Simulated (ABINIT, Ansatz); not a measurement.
# Quasiparticle gap of Sr2FeH6 (Fm-3m) in ABINIT, part 2 of 2

Aim: the G0W0 gap of Sr2FeH6 (Fm-3m) on LDA, step by step.

ABINIT 10.8.3; LDA and many-body steps on it, plane waves. Known limits of the many-body steps: not at the basis limit; no spin polarisation; d states lean on the start; no spin-orbit coupling; coarse k mesh.

So far. Step 2 (Ground state): The gap is indirect, with the least direct gap 0.07 eV higher. Step 3 (Empty states on the mesh, 2×2×2 mesh, 76 bands): On this mesh the gap is 1.014 eV.

## 4. Screening, 2×2×2 mesh, 70 bands, screening to 98 eV

The RPA dielectric matrix is built and inverted for each q.

This step: RPA screening on LDA, plane waves, norm-conserving pseudopotentials.

The input, run.abi:

```
acell 3*1.0 Angstrom
rprim 
  -0.000000000000 3.707652250000 3.707652250000
  3.707652250000 -0.000000000000 3.707652250000
  3.707652250000 3.707652250000 -0.000000000000
ntypat 3
znucl 38 26 1
natom 9
typat 1 1 2 3 3 3 3 3 3
xred 
  0.750000000000 0.750000000000 0.750000000000
  0.250000000000 0.250000000000 0.250000000000
  0.000000000000 0.000000000000 0.000000000000
  0.782457990000 0.782457990000 0.217542010000
  0.217542010000 0.782457990000 0.217542010000
  0.782457990000 0.217542010000 0.217542010000
  0.217542010000 0.217542010000 0.782457990000
  0.782457990000 0.217542010000 0.782457990000
  0.217542010000 0.782457990000 0.782457990000
pp_dirpath "pseudos"
pseudos "Sr.upf, Fe.upf, H.upf"
ecut 39
ngkpt 2 2 2
nshiftk 1
shiftk 0 0 0
kptopt 1
chksymbreak 0
istwfk *1
occopt 1
irdwfk 1
optdriver 3
nband 70
ecuteps 3.6
inclvkb 2
awtr 1
symchi 1
indata_prefix "in"
outdata_prefix "out"
tmpdata_prefix "tmp"
```

Launch:

```console
$ OMP_NUM_THREADS=1 mpirun -n 4 abinit run.abi > log
```

Numbers of over 12 decimals in the logs are rounded to 6 here.

Log:

```text
.Version 10.8.3 of ABINIT. v10.8.2 released Aug 2026.

 Symmetries : space group Fm -3 m (#225); Bravais cF (face-center cubic)
[... echo of the input left out ...]
== DATASET  1 ==================================================================
-   mpi_nproc: 4, omp_nthreads: 1 (-1 if OMP is not activated)

--- !DatasetInfo
iteration_state: {dtset: 1, }
dimensions: {natom: 9, nkpt: 3, mband: 70, nsppol: 1, nspinor: 1, nspden: 1, mpw: 8026, }
cutoff_energies: {ecut:  39.0, pawecutdg:  -1.0, }
electrons: {nelect:   4.20000000E+01, charge:   0.00000000E+00, occopt:   1.00000000E+00, tsmear:   1.00000000E-02, }

 SCREENING: Calculation of the susceptibility and dielectric matrices

 Based on a program developped by R.W. Godby, V. Olevano, G. Onida, and L. Reining.
 Incorporated in ABINIT by V. Olevano, G.-M. Rignanese, and M. Torrent.
.Using double precision arithmetic ; gwpc =  8

[... cell and pseudopotentials left out ...]
--------------------------------------------------------------------------------

 ==== K-mesh for the wavefunctions ====
 Number of points in the irreducible wedge :     3
[... list of points left out ...]
 Together with 48 symmetry operations and time-reversal symmetry
 yields     8 points in the full Brillouin Zone.

 ==== Q-mesh for the screening function ====
 Number of points in the irreducible wedge :     3
[... list of points left out ...]
 Together with 48 symmetry operations and time-reversal symmetry
 yields     8 points in the full Brillouin Zone.

 setmesh: FFT mesh size selected  =    40x   40x   40
          total number of points  =        64000

 vcoul_init : cutoff-mode = AUXILIARY_FUNCTION
 q-points for optical limit:   1
     1)      0.000010    0.000020    0.000030

- screening: taking advantage of time-reversal symmetry
- Maximum band index for partially occupied states nbvw = 21
- Remaining bands to be divided among processors   nbcw = 49
- Number of bands treated by each node ~12

 Number of electrons calculated from density =   42.0000; Expected =   42.0000
 average of density, n =  0.061056
 r_s =    1.5754
 omega_plasma =   23.8352 [eV]

 calculating chi0 at frequencies [eV] :
  1    0.000000E+00    0.000000E+00
  2    0.000000E+00    2.383518E+01

--------------------------------------------------------------------------------
  q-point number  1        q = ( 0.000000, 0.000000, 0.000000) [r.l.u.]
--------------------------------------------------------------------------------
[... chi0 elements left out ...]
 For q-point:  0.000010 0.000020 0.000030
  dielectric constant =   4.6586
  dielectric constant without local fields =   5.5202

  Average fulfillment of the sum rule on Im[epsilon] for q-point    1 :     45.95  [%]
[... wings left out ...]
  q-point number  2        q = ( 0.500000, 0.000000, 0.000000) [r.l.u.]
--------------------------------------------------------------------------------
[... chi0 elements left out ...]
  Average fulfillment of the sum rule on Im[epsilon] for q-point    2 :     54.36  [%]

 [... 1 further q-points ...]
```

Run time: 9.2 s. Hardware: 4 MPI ranks of Arm Neoverse V2, shared host; peak memory 1.1 GiB.

Numbers from this step:

| Quantity | Value |
| --- | --- |
| ε∞ with local fields, on this mesh, along the program's q direction | 4.659 |
| the same without local fields | 5.520 |
| plasma frequency | 23.84 eV |
| plane waves in the screening matrix | 229 |

Local fields lower ε∞ by 16 %. On a Γ-centred mesh this coarse the value itself is usually too large, while a short band sum pulls it down.

## 5. Self-energy, 2×2×2 mesh, 70 bands, screening to 98 eV

The self-energy is evaluated for the states that the input lists, and the levels follow from it, in one-shot runs by the linearised quasiparticle equation.

This step: G0W0 on LDA, plane waves, norm-conserving pseudopotentials.

run.abi: that of step 4 with these lines changed.

```diff
@@ -30,8 +30,17 @@
 irdwfk 1
-optdriver 3
+optdriver 4
 nband 70
+gwcalctyp 0
+ecutsigx 39
+symsigma 1
+nkptgw 2
+kptgw 
+  0.0000000000 0.0000000000 0.0000000000
+  0.5000000000 0.5000000000 0.0000000000
+bdgw 
+  19 23
+  20 23
 ecuteps 3.6
-inclvkb 2
-awtr 1
-symchi 1
+irdscr 1
+ppmodel 1
 indata_prefix "in"
```

Log:

```text
.Version 10.8.3 of ABINIT. v10.8.2 released Aug 2026.

 Symmetries : space group Fm -3 m (#225); Bravais cF (face-center cubic)
[... echo of the input left out ...]
== DATASET  1 ==================================================================
-   mpi_nproc: 4, omp_nthreads: 1 (-1 if OMP is not activated)

--- !DatasetInfo
iteration_state: {dtset: 1, }
dimensions: {natom: 9, nkpt: 3, mband: 70, nsppol: 1, nspinor: 1, nspden: 1, mpw: 8026, }
cutoff_energies: {ecut:  39.0, pawecutdg:  -1.0, }
electrons: {nelect:   4.20000000E+01, charge:   0.00000000E+00, occopt:   1.00000000E+00, tsmear:   1.00000000E-02, }

 SIGMA: Calculation of the GW corrections

 Based on a program developped by R.W. Godby, V. Olevano, G. Onida, and L. Reining.
 Incorporated in ABINIT by V. Olevano, G.-M. Rignanese, and M. Torrent.
.Using double precision arithmetic ; gwpc =  8

[... cell and pseudopotentials left out ...]
--------------------------------------------------------------------------------

 ==== K-mesh for the wavefunctions ====
 Number of points in the irreducible wedge :     3
[... list of points left out ...]
 Together with 48 symmetry operations and time-reversal symmetry
 yields     8 points in the full Brillouin Zone.

 ==== Q-mesh for screening function ====
 Number of points in the irreducible wedge :     3
[... list of points left out ...]
 Together with 48 symmetry operations and time-reversal symmetry
 yields     8 points in the full Brillouin Zone.

 vcoul_init : cutoff-mode = AUXILIARY_FUNCTION
 q-points for optical limit:   1
     1)      0.000010    0.000020    0.000030
 setmesh: FFT mesh size selected  =    60x   60x   60
          total number of points  =       216000

 Number of electrons calculated from density =   42.0000; Expected =   42.0000
 average of density, n =  0.061056
 r_s =    1.5754
 omega_plasma =   23.8352 [eV]

 === KS Band Gaps ===
  >>>> For spin  1
   Minimum direct gap =   1.0790 [eV], located at k-point      :   0.5000  0.5000  0.0000
   Fundamental gap    =   1.0135 [eV], Top of valence bands at :   0.0000  0.0000  0.0000
                                       Bottom of conduction at :   0.5000  0.5000  0.0000
 SIGMA fundamental parameters:
 PLASMON POLE MODEL  1
 number of plane-waves for SigmaX                 7943
 number of plane-waves for SigmaC and W            229
 number of plane-waves for wavefunctions          7943
 number of bands                                    70
 number of independent spin polarizations            1
 number of spinorial components                      1
 number of k-points in IBZ                           3
 number of q-points in IBZ                           3
 number of symmetry operations                      48
 number of k-points in BZ                            8
 number of q-points in BZ                            8
 number of frequencies for dSigma/dE                 9
 frequency step for dSigma/dE [eV]                0.25
 number of omega for Sigma on real axis              0
 max omega for Sigma on real axis  [eV]           0.00
 zcut for avoiding poles [eV]                     0.10

 EPSILON^-1 parameters (SCR file):
 dimension of the eps^-1 matrix on file            229
 dimension of the eps^-1 matrix used               229
 number of plane-waves for wavefunctions          7943
 number of bands                                    70
 number of q-points in IBZ                           3
 number of frequencies                               2
 number of real frequencies                          1
 number of imag frequencies                          1

 matrix elements of self-energy operator (all in [eV])

 Perturbative Calculation

--- !SelfEnergy_ee
iteration_state: {dtset: 1, }
kpoint     : [   0.000,    0.000,    0.000, ]
spin       : 1
KS_gap     :    2.293
QP_gap     :    3.546
Delta_QP_KS:    1.252
data: !SigmaeeData |
     Band     E0 <VxcDFT>   SigX SigC(E0)      Z dSigC/dE  Sig(E)    E-E0       E
       19   5.329 -24.608 -29.434   5.824   0.707  -0.415 -23.903   0.705   6.035
       20   5.329 -24.608 -29.434   5.824   0.707  -0.415 -23.903   0.705   6.035
       21   5.329 -24.608 -29.434   5.824   0.707  -0.415 -23.903   0.705   6.035
       22   7.623 -18.554 -12.064  -3.970   0.777  -0.288 -16.597   1.958   9.580
       23   7.623 -18.554 -12.064  -3.970   0.777  -0.288 -16.597   1.958   9.580

--- !SelfEnergy_ee
iteration_state: {dtset: 1, }
kpoint     : [   0.500,    0.500,    0.000, ]
spin       : 1
KS_gap     :    1.079
QP_gap     :    2.134
Delta_QP_KS:    1.055
data: !SigmaeeData |
     Band     E0 <VxcDFT>   SigX SigC(E0)      Z dSigC/dE  Sig(E)    E-E0       E
       20   5.264 -24.302 -29.049   5.760   0.715  -0.399 -23.578   0.724   5.988
       21   5.264 -24.302 -29.049   5.760   0.715  -0.399 -23.578   0.724   5.988
       22   6.343 -19.239 -13.444  -3.490   0.772  -0.296 -17.460   1.779   8.122
       23   7.931 -10.330  -4.881  -3.383   0.836  -0.196  -8.603   1.726   9.658

== END DATASET(S) ==============================================================
================================================================================

 -outvars: echo values of variables after computation  --------
           etotal      0.0000000000E+00
            nband          70
             nkpt           3
          spgroup         225
 [... the other variables as echoed above ...]

 Calculation completed.
```

Elapsed: 4.9 s, on 4 MPI ranks; peak memory 1.1 GiB; 19 s of CPU time.

This step gave:

* G0W0 gap on the points computed: 2.087 eV
* starting gap on the mesh: 1.014 eV
* k of the valence top: 0, 0, 0
* k of the conduction bottom: 0.5, 0.5, 0
* Z at the valence top: 0.707
* Z at the conduction bottom: 0.772
* least direct G0W0 gap on the computed points: 2.134 eV

The gap on the mesh goes from 1.01 eV to 2.09 eV, a correction of +1.07 eV.

Limits: finite bands, cutoff and mesh; no spin polarisation; d states lean on the start; no spin-orbit coupling; coarse k mesh. v1 is the top filled band, c1 the lowest empty one. Levels before and after the correction, in eV, zero at the valence-band top of each column:

|  | conduction bottom | valence top |
| --- | --- | --- |
| Kohn-Sham | 1.01 | 0.00 |
| G0W0 | 2.09 | 0.00 |

|  | level | energy (eV) |
| --- | --- | --- |
| Kohn-Sham | Γ v3-v1 | 0.000 |
| Kohn-Sham | Γ c1-c2 | 2.293 |
| Kohn-Sham | (0.5 0.5 0) v2-v1 | -0.065 |
| Kohn-Sham | (0.5 0.5 0) c1 | 1.014 |
| Kohn-Sham | (0.5 0.5 0) c2 | 2.602 |
| G0W0 | Γ v3-v1 | 0.000 |
| G0W0 | Γ c1-c2 | 3.545 |
| G0W0 | (0.5 0.5 0) v2-v1 | -0.047 |
| G0W0 | (0.5 0.5 0) c1 | 2.087 |
| G0W0 | (0.5 0.5 0) c2 | 3.623 |

## 6. Where the time went

Times are wall times on 4 MPI ranks of Arm Neoverse V2, shared host, good to a factor of about two.

| step | time | share | memory (GiB) |
| --- | --- | --- | --- |
| ground state | 51 s | 62 % | 0.49 |
| empty states on the mesh | 17 s | 20 % | 0.36 |
| screening | 9.2 s | 11 % | 1.1 |
| self-energy | 4.9 s | 6 % | 1.1 |

## 7. Results

```yaml
lda_gap: 1.01 eV, indirect
g0w0_gap_on_the_mesh: 2.09 eV
gw_settings: 2×2×2 mesh, 70 bands, screening to 98 eV, Godby-Needs plasmon pole
known_limits: not at the basis limit; no spin polarisation; d states lean on the start; no spin-orbit coupling; coarse k mesh
```

What this shows: G0W0 moves the gap on the mesh from 1.01 eV to 2.09 eV (+1.07 eV), with Z of 0.71 and 0.77 at the edges. Local fields lower the RPA ε∞ on this mesh from 5.52 to 4.66; a Γ-centred mesh this coarse tends to raise both, most where the direct gap is narrow, while a short band sum lowers them. Only 2 of the mesh's irreducible points were corrected, so a valley elsewhere could overtake. The dearest step here is «ground state». Bands and cutoff are finite, so the gap is not at the basis limit. The miss can reach some tenths of an eV and take either sign; the mesh is an error of its own. In the G0W0 run levels were corrected at 2 k points alone, so a gap called «on the mesh» is the least over those, and an edge elsewhere would be missed. The 2×2×2 mesh is coarse for this cell, which bears on the long-range parts of exchange and screening. The runs have no spin polarisation. For a closed low-spin shell that is the natural state; where a d or f shell is open it is a constraint, and the gap is then not the crystal's own. With d states at the gap, one-shot GW leans hard on its start. The many-body steps are scalar-relativistic: spin-orbit coupling is not in them.

[Paths, hosts, dates, memory and timing lines, banners, echoed tables and standing remarks are left out of the program output.]

[Logs are printed without paths, hosts, clocks, repeated set-up lines and the standing remarks that a program may print on its own settings, such as how far it seeks lower states.]

[Runs of the session that timed out or met a known fault of the program may be left out.]

[Hosts, paths, dates, database ids (printed as entryN), source tags and the programs' standing remarks are cut or masked in the printed files.]

[G0W0 gaps are taken among the corrected bands and points alone; a level outside them can change the order at an edge.]

[Where Ansatz stands beside ABINIT at settings called matched, ABINIT's density can come from a denser mesh and the files from another edition; pairs whose starting gaps differed by over 0.03 eV were left out, so agreement reads better than it is.]
